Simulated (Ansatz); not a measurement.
Consider AlH3 (Fd-3m).

Symmetry: Fd-3m, No. 227, cubic system. The conventional cell has a = 8.979 Å, b = 8.979 Å, c = 8.979 Å, α = 90.00°, β = 90.00°, γ = 90.00°. Nearest to Al lie 6 H at 1.71 Å. Nearest to H lie 2 Al at 1.71 Å. Farther neighbours, and contacts between anions beyond the nearest, are not listed.

```xyz
16
Lattice="0.0000 4.4894 4.4894 4.4894 0.0000 4.4894 4.4894 4.4894 0.0000" Properties=species:S:1:pos:R:3 pbc="T T T"
Al    1.1223    3.3670    3.3670
Al    3.3670    1.1223    3.3670
Al    3.3670    3.3670    1.1223
Al    1.1223    1.1223    1.1223
H     4.4894    4.4894    7.2287
H     4.4894    4.4894    1.7500
H     4.4894    7.2287    4.4894
H     4.4894    1.7500    4.4894
H     7.2287    4.4894    4.4894
H     1.7500    4.4894    4.4894
H     2.2447    2.2447    3.9947
H     2.2447    2.2447    0.4946
H     2.2447    3.9947    2.2447
H     2.2447    0.4946    2.2447
H     3.9947    2.2447    2.2447
H     0.4946    2.2447    2.2447
```

The cell and positions are those that the Materials Project relaxed with its own functionals (PBE, PBE+U or r2SCAN), kept fixed. PAW set soft_2, made with PBE.

Gaps computed with Ansatz 0.2.0 without a self-energy: LDA 2.85 eV. The mean ε∞ by LDA perturbation theory is 3.67.

What gap should G0W0 on LDA give (4×4×4 mesh, 831 empty bands, screening to 160 eV, default PAW files)?

About 5.21 eV: on its mesh the run moves the gap from 2.85 eV by +2.37 eV. A band edge moves to another state on the way. One-shot corrections scale roughly with one over ε∞, here 0.27. Bands and cutoff are finite, so the gap stands short of the basis limit, usually by up to a few tenths of an eV; the mesh is an error of its own.

[Long decimals in the printed logs are rounded to 6 places.]

[Logs are printed without paths, hosts, clocks, repeated set-up lines and the standing remarks that a program may print on its own settings, such as how far it seeks lower states.]

[Paths, hosts, dates, memory and timing lines, banners, echoed tables and standing remarks are left out of the program output; an Ansatz launch command may be rebuilt from the run's recorded settings. Measured values are a selection of at most five: reports struck by readers or far from the other reports are left out. None is set beside runs whose start may be inverted or whose files or cutoffs have a known fault.]

[Runs of the session that timed out or met a known fault of the program may be left out.]

[Cells called generated may have been cut or substituted from an entry of the Crystallography Open Database or the Materials Project.]

[Hosts, paths, dates, database ids (printed as entryN), source tags and the programs' standing remarks are cut or masked in the printed files.]

[Where the starting crystal was built by hand or by swapping elements, it need not be the compound's stable phase.]
